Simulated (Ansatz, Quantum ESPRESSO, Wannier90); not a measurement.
# armchair graphene ribbon, 9 dimer lines: Wannier functions and conductance, part 2 of 6

Wanted: localised orbitals and the quantum conductance of this wire: armchair graphene ribbon, 9 dimer lines.

Quantum ESPRESSO 7.5 and Wannier90 3.1.0; plane-wave DFT, PBE, GBRV ultrasoft pseudopotentials; cross-check by Ansatz 0.2.0 with PAW datasets.

So far. Step 2 (Self-consistent run): The run needed 17 iterations to bring the estimated error under 1e-07 Ry; the largest force on any atom, held or free, is 2.10 eV/Å.

## 3. Full uniform mesh without symmetry

Wannier90 needs the states on a whole uniform mesh, listed point by point, without symmetry.

Contents of nscf.in:

```
&control
  prefix = 'nscf'
  outdir = './out'
  pseudo_dir = './pseudo'
  calculation = 'nscf'
/
&system
  ibrav = 0
  nat = 22
  ntyp = 2
  ecutwfc = 34
  ecutrho = 170
  occupations = 'smearing'
  smearing = 'mv'
  degauss = 0.005
  nosym = .true.
  noinv = .true.
  nbnd = 62
/
&electrons
  conv_thr = 1e-09
  mixing_beta = 0.4
  electron_maxstep = 120
  mixing_mode = 'local-TF'
  diago_full_acc = .true.
/
ATOMIC_SPECIES
  C   12.0110  c_pbe_v1.2.uspp.F.UPF
  H   1.0080  h_pbe_v1.4.uspp.F.UPF
CELL_PARAMETERS angstrom
  19.72598396724130 0.00000000000000 0.00000000000000
  0.00000000000000 9.00000000000000 0.00000000000000
  0.00000000000000 0.00000000000000 4.26000000000000
ATOMIC_POSITIONS crystal
  C   -0.187025815000 0.000000000000 0.000000000000
  C   -0.062341938000 0.000000000000 0.000000000000
  C   0.062341938000 0.000000000000 0.000000000000
  C   0.187025815000 0.000000000000 0.000000000000
  H   -0.297221776000 0.000000000000 0.038732394400
  H   0.297221776000 0.000000000000 0.038732394400
  C   -0.249367753000 0.000000000000 0.166666666700
  C   -0.124683876000 0.000000000000 0.166666666700
  C   0.000000000000 0.000000000000 0.166666666700
  C   0.124683876000 0.000000000000 0.166666666700
  C   0.249367753000 0.000000000000 0.166666666700
  C   -0.249367753000 0.000000000000 0.500000000000
  C   -0.124683876000 0.000000000000 0.500000000000
  C   0.000000000000 0.000000000000 0.500000000000
  C   0.124683876000 0.000000000000 0.500000000000
  C   0.249367753000 0.000000000000 0.500000000000
  H   -0.297221776000 0.000000000000 0.627934272300
  H   0.297221776000 0.000000000000 0.627934272300
  C   -0.187025815000 0.000000000000 0.666666666700
  C   -0.062341938000 0.000000000000 0.666666666700
  C   0.062341938000 0.000000000000 0.666666666700
  C   0.187025815000 0.000000000000 0.666666666700
K_POINTS crystal
8
  0.0000000000 0.0000000000 0.0000000000 0.125
  0.0000000000 0.0000000000 0.1250000000 0.125
  0.0000000000 0.0000000000 0.2500000000 0.125
  0.0000000000 0.0000000000 0.3750000000 0.125
  0.0000000000 0.0000000000 0.5000000000 0.125
  0.0000000000 0.0000000000 0.6250000000 0.125
  0.0000000000 0.0000000000 0.7500000000 0.125
  0.0000000000 0.0000000000 0.8750000000 0.125
```

On the command line:

```console
$ cp -r out/scf.save out/nscf.save
$ cp out/scf.xml out/nscf.xml
$ OMP_NUM_THREADS=1 mpirun -n 4 pw.x -nk 1 -in nscf.in > nscf.out
```

Log:

```text
[banner, memory and clock lines left out]
Program PWSCF v.7.5 starts
[citation notice left out]

[...]
bravais-lattice index     =            0
     lattice parameter (alat)  =      37.2767  a.u.
     unit-cell volume          =    5103.7264 (a.u.)^3
     number of atoms/cell      =           22
     number of atomic types    =            2
     number of electrons       =        76.00
     number of Kohn-Sham states=           62
     kinetic-energy cutoff     =      34.0000  Ry
     charge density cutoff     =     170.0000  Ry
     Exchange-correlation=  SLA  PW   PBX  PBC
                           (   1   4   3   4   0   0   0)

[...]
PseudoPot. # 1 for C  read from file:
     ./pseudo/c_pbe_v1.2.uspp.F.UPF
     Pseudo is Ultrasoft + core correction, Zval =  4.0
     Generated by new atomic code, or converted to UPF format
     Using radial grid of  721 points,  4 beta functions with:
                l(1) =   0
                l(2) =   0
                l(3) =   1
                l(4) =   1
     Q(r) pseudized with  8 coefficients,  rinner =    1.100   1.100   1.100

     PseudoPot. # 2 for H  read from file:
     ./pseudo/h_pbe_v1.4.uspp.F.UPF
     Pseudo is Ultrasoft, Zval =  1.0
     Generated by new atomic code, or converted to UPF format
     Using radial grid of  615 points,  2 beta functions with:
                l(1) =   0
                l(2) =   0
     Q(r) pseudized with  8 coefficients,  rinner =    0.700

     atomic species   valence    mass     pseudopotential
     C                 4.00    12.01100     C ( 1.00)
     H                 1.00     1.00800     H ( 1.00)

     No symmetry found

[...]
number of k points=     8  Marzari-Vanderbilt smearing, width (Ry)=  0.0050
[...]
Dense  grid:   191041 G-vectors     FFT dimensions: ( 160,  72,  36)

     Smooth grid:   136613 G-vectors     FFT dimensions: ( 144,  64,  30)

     The potential is recalculated from file :
     ./out/nscf.save/charge-density

     negative rho (up, down):  1.120E-03 0.000E+00
     Starting wfcs are   76 randomized atomic wfcs

     Band Structure Calculation
     Davidson diagonalization with overlap
     c_bands:  1 eigenvalues not converged

     ethr =  1.32E-12,  avg # of iterations = 70.6

     End of band structure calculation

          k = 0.0000 0.0000 0.0000 ( 17149 PWs)   bands (ev):

   -20.8723 -20.2796 -19.3481 -18.1365 -16.6851 -15.6219 -15.1405 -15.0974
   -14.6285 -14.2671 -14.1949 -14.0428 -13.1884 -11.8545 -11.8507 -11.4620
   -10.6884 -10.3254 -10.1629  -9.2782  -8.9504  -8.6921  -8.6705  -8.2847
    -8.2502  -7.2463  -7.1128  -7.0736  -5.8942  -5.7985  -5.6941  -4.8819
    -4.8244  -4.3054  -3.6502  -2.9596  -2.6460  -1.8661  -1.1986  -0.4132
    -0.2633   0.1014   1.3028   1.3719   1.7024   1.7051   2.3718   2.8883
     3.1567   3.2411   3.4125   3.4621   3.7184   3.7880   4.4145   4.6504
     4.8843   5.0495   5.1328   5.3835   5.5826   5.5905

          k = 0.0000 0.0000 0.5788 ( 17123 PWs)   bands (ev):

   -20.7799 -20.1878 -19.2574 -18.0484 -16.6122 -16.5051 -15.9776 -15.1853
   -15.1441 -13.6577 -13.6096 -13.3592 -13.2362 -12.4038 -11.4082 -10.9402
   -10.8529 -10.3936  -9.6353  -9.2967  -8.9584  -8.8400  -8.3335  -8.1762
    -8.1005  -7.4074  -7.1424  -6.8972  -5.9686  -5.8072  -5.8026  -5.1176
    -5.0254  -4.2556  -4.1884  -3.5555  -2.8158  -2.7083  -0.3791  -0.3411
     0.3990   0.7665   1.1761   1.4276   1.8289   1.8291   2.4952   3.0143
     3.1291   3.3036   3.3662   3.6354   3.8448   3.9134   4.5365   4.7809
     4.9742   5.1774   5.2549   5.3433   5.5046   5.6896

[...]
the Fermi energy is    -1.5358 ev
     (compare with:    -1.5315 eV, computed in scf)

[...]
```

It took 47 s on 4 MPI ranks of Arm Neoverse V2, shared host; peak memory 0.36 GiB; 3.1 min of CPU time.

Read from the output:

```
Fermi energy : -1.536 eV
```

The program's own clock; routines nest. Time by routine:

| routine | wall time (s) | calls |
| --- | --- | --- |
| PWSCF | 46.4 | 1 |
| electrons | 46.09 | 1 |
| c_bands | 46.09 | 1 |
| cegterg | 44.65 | 31 |
| h_psi | 24.01 | 604 |
| vloc_psi | 16.62 | 604 |
| fftw | 15.09 | 30178 |
| h_psi:calbec | 3.67 | 604 |
| calbec | 3.67 | 604 |
| add_vuspsi | 3.64 | 604 |
| s_psi | 3.62 | 604 |
| cdiaghg | 2.31 | 573 |
| g_psi | 0.21 | 565 |
| init_run | 0.19 | 1 |

(Continued in part 3 of 6.)

[Logs are printed without paths, hosts, clocks, repeated set-up lines and the standing remarks that a program may print on its own settings, such as how far it seeks lower states.]

[Hosts, paths, dates, database ids (printed as entryN), source tags and the programs' standing remarks are cut or masked in the printed files.]

[Maps of the electrostatic potential energy from Ansatz leave out the sawtooth potential of an applied field or a dipole correction, so their vacuum need not be flat; planar profiles and work functions include it.]
